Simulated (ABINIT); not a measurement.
## SnSe2 (P-3m1): a self-consistent loop beyond G0W0, cycle by cycle

Aim: iterate the self-energy on SnSe2 (P-3m1) and follow the gap from cycle to cycle.

Program: ABINIT 10.8.3. Level of theory: PBE and many-body steps on it, plane waves. Results are calculated unless marked as measured.

**Experimental background.**

- Gap 1.21 ± 0.04 eV: quasiparticle gap from STS band edges on large flat area; scanning tunneling spectroscopy, log dI/dV edge fit; 77.6 K; bulk crystal (n-type SnSe2 region of partially converted crystal) (“Lateral heterostructures formed by thermally converting n-type SnSe2 to p-type SnSe”, 2018, arxiv:1804.01202).

- Gap 1 eV: indirect gap from optical absorption (approximate); optical absorption; bulk crystal (quoted in “Lateral heterostructures formed by thermally converting n-type SnSe2 to p-type SnSe”, 2018, arxiv:1804.01202).

- Gap 1.207 eV: direct band-edge excitonic transition; piezoreflectance; 300 K; bulk crystal (CVT-grown single crystal) (“Temperature Dependent Excitonic Transition Energy and Enhanced Electron-Phonon Coupling in Layered Ternary SnS2-xSex Semiconductors with Fully Tunable Stoichiometry”, 2021, pmc:8069899).

Report form: the programs' logs are mostly left out.

### 1. Set-up

It takes space group P-3m1 (No. 164, trigonal). The conventional cell has a = 3.811 Å, b = 3.811 Å, c = 6.136 Å, α = 90.00°, β = 90.00°, γ = 120.00°. Sn has 6 Se at 2.68 Å nearest. Nearest to Se lie 3 Sn at 2.68 Å. Farther neighbours and most contacts between anions are not listed.

The cell and positions come from the Crystallography Open Database and are kept as given unless a step says otherwise.

### 2. Empty states on the mesh, 3×3×2 mesh, 259 bands

This step: ABINIT 10.8.3; DFT, PBE, plane waves, norm-conserving pseudopotentials.

The sums over transitions need many empty states on a uniform mesh; this step solves for them.

Contents of run.abi:

```
acell 3*1.0 Angstrom
rprim 
  3.810999999987 0.000000000003 0.000000000000
  -1.905499999996 3.300422813810 0.000000000000
  0.000000000000 0.000000000000 6.136000000000
ntypat 2
znucl 50 34
natom 3
typat 1 2 2
xred 
  0.000000000000 0.000000000000 0.000000000000
  0.333333333333 0.666666666667 0.249000000000
  0.666666666667 0.333333333333 0.751000000000
pp_dirpath "pseudos"
pseudos "Sn.upf, Se.upf"
ecut 48
ngkpt 3 3 2
nshiftk 1
shiftk 0 0 0
kptopt 1
chksymbreak 0
iscf -2
irdden 1
istwfk *1
nband 259
nbdbuf 22
tolwfr 1e-09
nstep 60
prtvol 0
indata_prefix "in"
outdata_prefix "out"
tmpdata_prefix "tmp"
```

Command:

```console
> OMP_NUM_THREADS=1 mpirun -n 8 abinit run.abi > log
```

Run time: 2.8 min. Hardware: 8 MPI ranks of Intel Xeon Platinum 8259CL at 2.50GHz (Skylake/Cascade Lake), shared host; peak memory 0.87 GiB; 22 min of CPU time.

Numbers from this step:

```
gap                                                           : 1.100 eV
k of the valence top                                          : 0, 0, 0
k of the conduction bottom                                    : 0, 0, 0
least direct gap                                              : 1.100 eV
k points computed                                             : 6
lowest point of the top converged band, above the valence top : 99.9115 eV
```

On this mesh the gap is 1.100 eV.

The density comes from a self-consistent run that is not shown.

### 3. Screening, 3×3×2 mesh, 237 bands, screening to 163.3 eV

The RPA dielectric matrix is built and inverted for each q.

This step: RPA screening on PBE, plane waves, norm-conserving pseudopotentials.

Edit run.abi of step 2 so:

```diff
@@ -21,10 +21,11 @@
 chksymbreak 0
-iscf -2
-irdden 1
 istwfk *1
-nband 259
-nbdbuf 22
-tolwfr 1e-09
-nstep 60
-prtvol 0
+occopt 1
+irdwfk 1
+optdriver 3
+nband 237
+ecuteps 6
+inclvkb 2
+awtr 1
+symchi 1
 indata_prefix "in"
```

Wall time 92 s (8 MPI ranks); peak memory 2.9 GiB; 12 min of CPU time.

This step gave:

```
ε∞ with local fields, on this mesh, along the program's q direction : 19.57
the same without local fields                                       : 22.29
plasma frequency                                                    : 35.36 eV
plane waves in the screening matrix                                 : 373
```

Local fields lower ε∞ by 12 %. On a Γ-centred mesh this coarse the value itself is usually too large, while a short band sum pulls it down.

### 4. G0W0

The self-energy is evaluated for the states that the input lists, and the levels follow from it, in one-shot runs by the linearised quasiparticle equation.

This step: G0W0 on PBE, plane waves, norm-conserving pseudopotentials.

Edit run.abi of step 3 so:

```diff
@@ -24,8 +24,15 @@
 irdwfk 1
-optdriver 3
+optdriver 4
 nband 237
+gwcalctyp 0
+ecutsigx 48
+symsigma 1
+nkptgw 1
+kptgw 
+  0.0000000000 0.0000000000 0.0000000000
+bdgw 
+  33 37
 ecuteps 6
-inclvkb 2
-awtr 1
-symchi 1
+irdscr 1
+ppmodel 1
 indata_prefix "in"
```

Elapsed: 13 s, on 8 MPI ranks; peak memory 2.1 GiB.

Numbers from this step:

```
G0W0 gap on the points computed              : 1.700 eV
starting gap on the mesh                     : 1.100 eV
k of the valence top                         : 0, 0, 0
k of the conduction bottom                   : 0, 0, 0
Z at the valence top                         : 0.792
Z at the conduction bottom                   : 0.809
least direct G0W0 gap on the computed points : 1.700 eV
```

The gap on the mesh goes from 1.10 eV to 1.70 eV, a correction of +0.60 eV.

### 5. evGW0, cycle 1

This step: evGW0 on PBE, plane waves, norm-conserving pseudopotentials.

Edit run.abi of step 4 so:

```diff
@@ -26,10 +26,20 @@
 nband 237
-gwcalctyp 0
+gwcalctyp 10
 ecutsigx 48
 symsigma 1
-nkptgw 1
+nkptgw 6
 kptgw 
   0.0000000000 0.0000000000 0.0000000000
+  0.3333333333 0.0000000000 0.0000000000
+  0.3333333333 0.3333333333 0.0000000000
+  0.0000000000 0.0000000000 0.5000000000
+  0.3333333333 0.0000000000 0.5000000000
+  0.3333333333 0.3333333333 0.5000000000
 bdgw 
-  33 37
+  30 39
+  30 39
+  30 39
+  30 39
+  30 39
+  30 39
 ecuteps 6
```

The job ended after 2.3 min (8 MPI ranks; peak memory 3.1 GiB; 18 min of CPU time).

This step gave:

| Quantity | Value |
| --- | --- |
| quasiparticle gap on the mesh | 1.852 eV |
| gap of the density functional on the mesh | 1.100 eV |
| k of the valence top | 0, 0, 0 |
| k of the conduction bottom | 0, 0, 0 |
| Z at the valence top | 0.792 |
| Z at the conduction bottom | 0.809 |
| least direct quasiparticle gap on the computed points | 1.852 eV |

Against G0W0 in ABINIT (3×3×2 mesh, 237 bands, screening to 163.3 eV, Godby-Needs plasmon pole), the gap moves by +0.152 eV. This first cycle still uses the starting levels; it takes the full correction, at all points of the mesh, and its linearised value is 1.700 eV.

### 6. evGW0, cycle 2

The corrected levels of the last cycle go back in.

Edit run.abi of step 5 so:

```diff
@@ -47,2 +47,3 @@
 ppmodel 1
+irdqps 1
 indata_prefix "in"
```

Wall time 2.3 min (8 MPI ranks); peak memory 3.1 GiB.

Numbers from this step:

| Item | Value |
| --- | --- |
| quasiparticle gap on the mesh | 1.763 eV |
| gap of the density functional on the mesh | 1.100 eV |
| k of the valence top | 0, 0, 0 |
| k of the conduction bottom | 0, 0, 0 |
| least direct quasiparticle gap on the computed points | 1.763 eV |

Against the cycle before, the gap moves by −0.089 eV.

### 7. evGW0, cycle 3

run.abi is that of step 6.

Elapsed: 2.3 min, on 8 MPI ranks; peak memory 3.1 GiB; 18 min of CPU time.

Numbers from this step:

| Item | Value |
| --- | --- |
| quasiparticle gap on the mesh | 1.773 eV |
| gap of the density functional on the mesh | 1.100 eV |
| k of the valence top | 0, 0, 0 |
| k of the conduction bottom | 0, 0, 0 |
| least direct quasiparticle gap on the computed points | 1.773 eV |

Against the cycle before, the gap moves by +0.010 eV.

### 8. Screening, 3×3×2 mesh, 237 bands, screening to 163.3 eV

This step: RPA screening on PBE, plane waves, norm-conserving pseudopotentials.

Contents of run.abi:

```
acell 3*1.0 Angstrom
rprim 
  3.810999999987 0.000000000003 0.000000000000
  -1.905499999996 3.300422813810 0.000000000000
  0.000000000000 0.000000000000 6.136000000000
ntypat 2
znucl 50 34
natom 3
typat 1 2 2
xred 
  0.000000000000 0.000000000000 0.000000000000
  0.333333333333 0.666666666667 0.249000000000
  0.666666666667 0.333333333333 0.751000000000
pp_dirpath "pseudos"
pseudos "Sn.upf, Se.upf"
ecut 48
ngkpt 3 3 2
nshiftk 1
shiftk 0 0 0
kptopt 1
chksymbreak 0
istwfk *1
occopt 1
irdwfk 1
optdriver 3
nband 237
ecuteps 6
inclvkb 2
awtr 1
symchi 1
gwcalctyp 10
mbpt_sciss 0.742 eV
nqptdm 1
qptdm 
  0 0 0
indata_prefix "in"
outdata_prefix "out"
tmpdata_prefix "tmp"
```

Wall time 33 s (8 MPI ranks); peak memory 2.9 GiB.

This step gave:

- ε∞ with local fields, on this mesh, along the program's q direction: 15.41
- the same without local fields: 17.36
- plasma frequency: 35.36 eV
- plane waves in the screening matrix: 373

This screening uses the functional's bands under a rigid shift, the mean opening of the cycle before.

### 9. Screening, 3×3×2 mesh, 237 bands, screening to 163.3 eV

This step: RPA screening on PBE from quasiparticle energies, plane waves, norm-conserving pseudopotentials.

Edit run.abi of step 8 so:

```diff
@@ -30,7 +30,11 @@
 symchi 1
+irdqps 1
 gwcalctyp 10
-mbpt_sciss 0.742 eV
-nqptdm 1
+nqptdm 5
 qptdm 
-  0 0 0
+  0.3333333333 0.0000000000 0.0000000000
+  0.3333333333 0.3333333333 0.0000000000
+  0.0000000000 0.0000000000 0.5000000000
+  0.3333333333 0.0000000000 0.5000000000
+  0.3333333333 0.3333333333 0.5000000000
 indata_prefix "in"
```

Contents of mrgscr.stdin:

```
2
merged
q0_SCR
out_SCR
1
```

Command:

```console
> OMP_NUM_THREADS=1 mpirun -n 8 abinit run.abi > log; mrgscr < mrgscr.stdin
```

It took 63 s on 8 MPI ranks; peak memory 2.6 GiB; 8.4 min of CPU time.

Numbers from this step:

| Item | Value |
| --- | --- |
| plasma frequency | 35.36 eV |
| plane waves in the screening matrix | 373 |

This screening reads the quasiparticle levels of the cycle before.

### 10. evGW, cycle 1

This step: evGW on PBE, plane waves, norm-conserving pseudopotentials.

Edit run.abi of step 9 so:

```diff
@@ -24,12 +24,10 @@
 irdwfk 1
-optdriver 3
+optdriver 4
 nband 237
-ecuteps 6
-inclvkb 2
-awtr 1
-symchi 1
-irdqps 1
 gwcalctyp 10
-nqptdm 5
-qptdm 
+ecutsigx 48
+symsigma 1
+nkptgw 6
+kptgw 
+  0.0000000000 0.0000000000 0.0000000000
   0.3333333333 0.0000000000 0.0000000000
@@ -39,2 +37,13 @@
   0.3333333333 0.3333333333 0.5000000000
+bdgw 
+  30 39
+  30 39
+  30 39
+  30 39
+  30 39
+  30 39
+ecuteps 6
+irdscr 1
+ppmodel 1
+irdqps 1
 indata_prefix "in"
```

Command:

```console
> OMP_NUM_THREADS=1 mpirun -n 8 abinit run.abi > log
```

The job ended after 2.3 min (8 MPI ranks; peak memory 3.1 GiB; 19 min of CPU time).

Numbers from this step:

```
quasiparticle gap on the mesh                         : 1.875 eV
gap of the density functional on the mesh             : 1.100 eV
k of the valence top                                  : 0, 0, 0
k of the conduction bottom                            : 0, 0, 0
least direct quasiparticle gap on the computed points : 1.875 eV
```

Against G0W0 in ABINIT (3×3×2 mesh, 237 bands, screening to 163.3 eV, Godby-Needs plasmon pole), the gap moves by +0.175 eV.

### 11. Screening, 3×3×2 mesh, 237 bands, screening to 163.3 eV

This step: RPA screening on PBE, plane waves, norm-conserving pseudopotentials.

Contents of run.abi:

```
acell 3*1.0 Angstrom
rprim 
  3.810999999987 0.000000000003 0.000000000000
  -1.905499999996 3.300422813810 0.000000000000
  0.000000000000 0.000000000000 6.136000000000
ntypat 2
znucl 50 34
natom 3
typat 1 2 2
xred 
  0.000000000000 0.000000000000 0.000000000000
  0.333333333333 0.666666666667 0.249000000000
  0.666666666667 0.333333333333 0.751000000000
pp_dirpath "pseudos"
pseudos "Sn.upf, Se.upf"
ecut 48
ngkpt 3 3 2
nshiftk 1
shiftk 0 0 0
kptopt 1
chksymbreak 0
istwfk *1
occopt 1
irdwfk 1
optdriver 3
nband 237
ecuteps 6
inclvkb 2
awtr 1
symchi 1
gwcalctyp 10
mbpt_sciss 0.848 eV
nqptdm 1
qptdm 
  0 0 0
indata_prefix "in"
outdata_prefix "out"
tmpdata_prefix "tmp"
```

Elapsed: 33 s, on 8 MPI ranks; peak memory 2.8 GiB.

Numbers from this step:

| Item | Value |
| --- | --- |
| ε∞ with local fields, on this mesh, along the program's q direction | 14.99 |
| the same without local fields | 16.86 |
| plasma frequency | 35.36 eV |
| plane waves in the screening matrix | 373 |

This screening uses the functional's bands under a rigid shift, the mean opening of the cycle before.

### 12. Screening, 3×3×2 mesh, 237 bands, screening to 163.3 eV

This step: RPA screening on PBE from quasiparticle energies, plane waves, norm-conserving pseudopotentials.

Edit run.abi of step 11 so:

```diff
@@ -30,7 +30,11 @@
 symchi 1
+irdqps 1
 gwcalctyp 10
-mbpt_sciss 0.848 eV
-nqptdm 1
+nqptdm 5
 qptdm 
-  0 0 0
+  0.3333333333 0.0000000000 0.0000000000
+  0.3333333333 0.3333333333 0.0000000000
+  0.0000000000 0.0000000000 0.5000000000
+  0.3333333333 0.0000000000 0.5000000000
+  0.3333333333 0.3333333333 0.5000000000
 indata_prefix "in"
```

mrgscr.stdin is that of step 9.

Command:

```console
> OMP_NUM_THREADS=1 mpirun -n 8 abinit run.abi > log; mrgscr < mrgscr.stdin
```

Wall time 91 s (8 MPI ranks); peak memory 2.6 GiB; 12 min of CPU time.

This step gave:

| Quantity | Value |
| --- | --- |
| plasma frequency | 35.36 eV |
| plane waves in the screening matrix | 373 |

This screening reads the quasiparticle levels of the cycle before.

### 13. evGW, cycle 2

This step: evGW on PBE, plane waves, norm-conserving pseudopotentials.

Edit run.abi of step 12 so:

```diff
@@ -24,12 +24,10 @@
 irdwfk 1
-optdriver 3
+optdriver 4
 nband 237
-ecuteps 6
-inclvkb 2
-awtr 1
-symchi 1
-irdqps 1
 gwcalctyp 10
-nqptdm 5
-qptdm 
+ecutsigx 48
+symsigma 1
+nkptgw 6
+kptgw 
+  0.0000000000 0.0000000000 0.0000000000
   0.3333333333 0.0000000000 0.0000000000
@@ -39,2 +37,13 @@
   0.3333333333 0.3333333333 0.5000000000
+bdgw 
+  30 39
+  30 39
+  30 39
+  30 39
+  30 39
+  30 39
+ecuteps 6
+irdscr 1
+ppmodel 1
+irdqps 1
 indata_prefix "in"
```

Command:

```console
> OMP_NUM_THREADS=1 mpirun -n 8 abinit run.abi > log
```

Elapsed: 2.3 min, on 8 MPI ranks; peak memory 3.1 GiB.

This step gave:

| Quantity | Value |
| --- | --- |
| quasiparticle gap on the mesh | 1.878 eV |
| gap of the density functional on the mesh | 1.100 eV |
| k of the valence top | 0, 0, 0 |
| k of the conduction bottom | 0, 0, 0 |
| least direct quasiparticle gap on the computed points | 1.878 eV |

Against the cycle before, the gap moves by +0.003 eV.

### 14. Side by side

Times are wall times on 8 MPI ranks of Intel Xeon Platinum 8259CL at 2.50GHz (Skylake/Cascade Lake), shared host, good to a factor of about two. A run's time includes the screening step that it read.

| run | mesh | bands | screening cutoff (eV) | DFT gap (eV) | gap on the mesh (eV) | direct (eV) | ε∞ used | time |
| --- | --- | --- | --- | --- | --- | --- | --- | --- |
| G0W0 | 3×3×2 | 237 | 163.3 | 1.100 | 1.700 | 1.700 | 19.57 | 1.7 min |
| evGW0, cycle 1 | 3×3×2 | 237 | 163.3 | 1.100 | 1.852 | 1.852 | 19.57 | 3.8 min |
| evGW0, cycle 2 | 3×3×2 | 237 | 163.3 | 1.100 | 1.763 | 1.763 | 19.57 | 3.9 min |
| evGW0, cycle 3 | 3×3×2 | 237 | 163.3 | 1.100 | 1.773 | 1.773 | 19.57 | 3.8 min |
| evGW, cycle 1 | 3×3×2 | 237 | 163.3 | 1.100 | 1.875 | 1.875 | 15.41 | 3.9 min |
| evGW, cycle 2 | 3×3×2 | 237 | 163.3 | 1.100 | 1.878 | 1.878 | 14.99 | 4.4 min |

### 15. What came out

```yaml
g0w0: 1.700 eV
evgw0_cycle_1: 1.852 eV
evgw0_cycle_2: 1.763 eV
evgw0_cycle_3: 1.773 eV
evgw_cycle_1: 1.875 eV
evgw_cycle_2: 1.878 eV
known_limits: not at the basis limit; no spin-orbit coupling; coarse k mesh
```

What this shows: Only the bands that the input lists are updated; the others, empty or deep, keep the functional's energies or take a rigid shift. The evGW loop starts from the last levels of evGW0, so its cycles and time come on top of those. evGW0 ends at 1.77 eV, +0.07 eV from G0W0, after 3 cycles that took 6.9 min beside the first screening; the last moved the gap by 0.010 eV. evGW ends at 1.88 eV, +0.18 eV from G0W0, after 2 cycles that took 8.3 min beside the first screening; the last moved the gap by 0.003 eV. The first cycle of evGW0 takes the full correction, without the factor Z, so it overshoots the one-shot value. Against experiment, by evGW, cycle 2: the gap of 1.88 eV lies +0.67 eV from the measured 1.21 ± 0.04 eV (electronic, 77.6 K, 2018); the gap of 1.88 eV lies +0.88 eV from the measured 1 eV (indirect, quoted 2018); the direct gap of 1.88 eV lies +0.67 eV from the measured 1.207 eV (exciton, 300 K, 2021). An exciton line or allowed optical edge lies below the quasiparticle gap by the binding energy; a forbidden edge can push the onset above it. These are gaps on the mesh, at modest bands and cutoff. The calculation has static nuclei and no excitons; a measured gap holds zero-point and thermal motion, which mostly lowers it. Bands and cutoff are finite, so the gap is not at the basis limit. The miss can reach some tenths of an eV and take either sign; the mesh is an error of its own. A denser mesh or path gives a starting gap of 0.72 eV: the GW mesh misses a band edge, so its gaps are not the fundamental one. The 3×3×2 mesh is coarse for this cell, which bears on the long-range parts of exchange and screening. In the updated screening the q = 0 part is built from Kohn-Sham bands under a rigid shift, the other q from the quasiparticle levels. The many-body steps are scalar-relativistic: spin-orbit coupling is not in them.

[Paths, hosts, dates, memory and timing lines, banners, echoed tables and standing remarks are left out of the program output.]

[Logs are printed without paths, hosts, clocks, repeated set-up lines and the standing remarks that a program may print on its own settings, such as how far it seeks lower states.]

[Runs of the session that timed out or met a known fault of the program may be left out.]

[Hosts, paths, dates, database ids (printed as entryN), source tags and the programs' standing remarks are cut or masked in the printed files.]

[G0W0 gaps are taken among the corrected bands and points alone; a level outside them can change the order at an edge.]

[Where Ansatz stands beside ABINIT at settings called matched, ABINIT's density can come from a denser mesh and the files from another edition; pairs whose starting gaps differed by over 0.03 eV were left out, so agreement reads better than it is.]
